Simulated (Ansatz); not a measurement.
# HfC (model cell, started as zinc blende): from the cell to its phonons, part 3 of 3

Aim: the vibrations of HfC (model cell, started as zinc blende), their spectra, and whether the structure is stable.

Ansatz 0.2.0; DFT PBEsol, scalar-relativistic, plane waves, PAW.

So far. Step 4 (Tight relaxation): The forces vanish by symmetry and the pressure is 0.005 GPa, within the tolerances set. The cell now holds 15.59 Å³/atom. Step 5 (Zone-centre response): Before it was imposed, the acoustic sum rule was missed by 8.3e-5 eV/Å². Small misses are needed for a sound result but don't prove that mesh and cutoff are converged. The lowest optical mode is real, 558 cm⁻¹. The relaxed cell has a = 4.996 Å (conventional setting).

The structure was built from a prototype and need not be the compound's stable phase.

## (6) Response at finite wavevector (continued)

Second derivatives of the energy by pair, one row for each kind of neighbour of each atom listed. Each entry sums the pair over the periodic images of the supercell that the q mesh stands for, and in a polar crystal it holds the long-range dipole part too. Force constants by pair, by row:

```
atom  neighbour  distance (Å)  third of the trace (eV/Å²)  along the pair's line (eV/Å²)
 Hf1     itself             0                       18.67                              –
 Hf1          C         2.163                      -3.672                         -7.763
 Hf1         Hf         3.533                     -0.2855                         -1.356
 Hf1          C         4.142                     -0.0394                         0.3851
 Hf1         Hf         4.996                     -0.1435                         -0.529
 Hf1          C         5.444                       0.084                         0.2413
 Hf1         Hf         6.119                     -0.0272                         -0.166
 Hf1          C          6.49                     -0.0363                         0.1198
 Hf1          C          6.49                      0.0616                          0.214
  C2     itself             0                       13.79                              –
  C2         Hf         2.163                      -3.672                         -7.763
  C2          C         3.533                      0.0909                         -1.181
  C2         Hf         4.142                     -0.0394                         0.3851
  C2          C         4.996                     -0.1393                        -0.3246
  C2         Hf         5.444                       0.084                         0.2413
  C2          C         6.119                     -0.0195                        -0.1574
  C2         Hf          6.49                     -0.0363                         0.1198
  C2         Hf          6.49                      0.0616                          0.214
```

Harmonic thermodynamic functions per atom, from the density of states. Interpolated from a 4×4×4 q mesh. Thermodynamic functions, by row:

```
T (K)  F_vib (meV/atom)  S (J/mol-atom/K)  C_V (J/mol-atom/K)
    0             63.99                 0                   0
   50             63.57             2.627               5.151
  100             60.84             7.858               9.836
  200             48.05             16.46               15.39
  300             27.25             23.47                19.1
  400             -0.18             29.28               21.18
  500            -33.12             34.15               22.36
  600            -70.72             38.29               23.08
  700            -112.3             41.89               23.54
  800            -157.4             45.05               23.85
  900            -205.6             47.88               24.07
 1000            -256.5             50.42               24.23
```

Harmonic mean-square displacement, third of the trace. Interpolated from a 4×4×4 q mesh. Mean square displacements, by row:

```
T (K)  Hf1 U_eq (Å²)  C2 U_eq (Å²)
    0        8.80e-4        0.0031
  100        0.00197       0.00417
  300        0.00535        0.0077
  600        0.01059       0.01392
```

Symmetry leaves 8 wavevectors to solve. The lowest mode among them, the acoustic zeros apart, lies at q = (0, 0, 0.25) and is real, 48.9 cm⁻¹.

## (7) Isotope substitution, element C, natural mass 12.011 amu

An isotope changes the mass and not the force constants, so no new electronic calculation is needed; the shifts show which modes move this element.

The same force constants with the mass of C changed from 12.011 to 13.003 u (phonopy, no LO-TO term). Both lists are sorted by frequency; levels can cross, so a row need not hold one and the same mode. Modes under 3 cm⁻¹ are left out. Isotope shifts, by row:

```
          q  rank  natural mass (cm⁻¹)  changed mass (cm⁻¹)
      0 0 0     4                558.1                537.8
      0 0 0     5                558.1                537.8
      0 0 0     6                558.1                537.8
   0 0 0.25     1                48.94                48.81
   0 0 0.25     2                48.94                48.81
   0 0 0.25     3                133.4                133.2
   0 0 0.25     4                547.6                527.8
   0 0 0.25     5                547.6                527.8
   0 0 0.25     6                677.5                652.1
   0 0 -0.5     1                76.55                76.33
   0 0 -0.5     2                76.55                76.33
   0 0 -0.5     3                190.8                190.7
   0 0 -0.5     4                539.3                519.8
   0 0 -0.5     5                539.3                519.8
   0 0 -0.5     6                667.2                641.3
0 0.25 0.25     1                82.08                81.87
0 0.25 0.25     2                82.08                81.87
0 0.25 0.25     3                132.9                132.8
0 0.25 0.25     4                507.7                489.2
0 0.25 0.25     5                507.7                489.2
0 0.25 0.25     6                  682                656.4
```

A mode of this element alone would shift by -3.89 %. The highest zone-centre frequency without the field goes from 558.1 to 537.8 cm⁻¹ (-3.6 %). The product of the frequency ratios over all optical modes at Γ is 0.895; the product rule, (m/m′)^(3k/2) (M′/M)^(3/2) with k = 1 such atoms and M the mass of the cell, gives 0.895.

## (8) Isotope substitution, element Hf, natural mass 178.486 amu

The same for Hf, from 178.49 to 173.94 u.

A mode of this element alone would shift by +1.30 %. The highest zone-centre frequency without the field goes from 558.1 to 558.6 cm⁻¹ (+0.1 %). The product of the frequency ratios over all optical modes at Γ is 1.002; the product rule, (m/m′)^(3k/2) (M′/M)^(3/2) with k = 1 such atoms and M the mass of the cell, gives 1.002.

## (9) Summary of results

| Quantity | Value |
| --- | --- |
| space group after relaxation (within 0.01 Å) | F-43m |
| volume per atom | 15.6 Å³ |
| gap on the k-mesh | 0.185 eV |
| highest optical mode at the zone centre (no LO-TO term) | 558 cm⁻¹ |
| lowest optical zone-centre mode | 558 cm⁻¹ |
| lowest mode on the q mesh (acoustic modes at Γ apart) | 48.9 cm⁻¹ |
| highest frequency on the path or at a solved wavevector | 683 cm⁻¹ |
| zero-point energy per atom | 64.0 meV |
| heat capacity at 300 K | 19.1 J/(mol atoms K) |
| vibrational entropy at 300 K | 23.5 J/(mol atoms K) |
| Debye temperature (second moment) | 767 K |
| imaginary modes on the 4×4×4 q mesh | none |

**Reading.** The structure is a minimum as far as tested: no mode is imaginary at the 8 irreducible wavevectors of the 4×4×4 mesh, and the softest away from the acoustic zeros lies at 49 cm⁻¹. Without the field, the optical modes at Γ form one degenerate level at 558 cm⁻¹. The highest mode in this list at Γ, 558.1 cm⁻¹, is mostly motion of C (94 % of the kinetic energy). On the path and the mesh, the widest gap between branches runs from 192 to 459 cm⁻¹. The program warns that the interpolation holds no quadrupole term, so branches close to Γ can be off in this crystal. Spin-orbit coupling is left out, which can matter for the heavy elements here. The starting cell was built on a prototype and not taken from a measurement, so the phase need not exist. These are harmonic frequencies at zero temperature: anharmonic shifts, linewidths and thermal expansion are left out.

[Logs are printed without paths, hosts, clocks, repeated set-up lines and the standing remarks that a program may print on its own settings, such as how far it seeks lower states.]

[Hosts, paths, dates, database ids (printed as entryN), source tags and the programs' standing remarks are cut or masked in the printed files.]
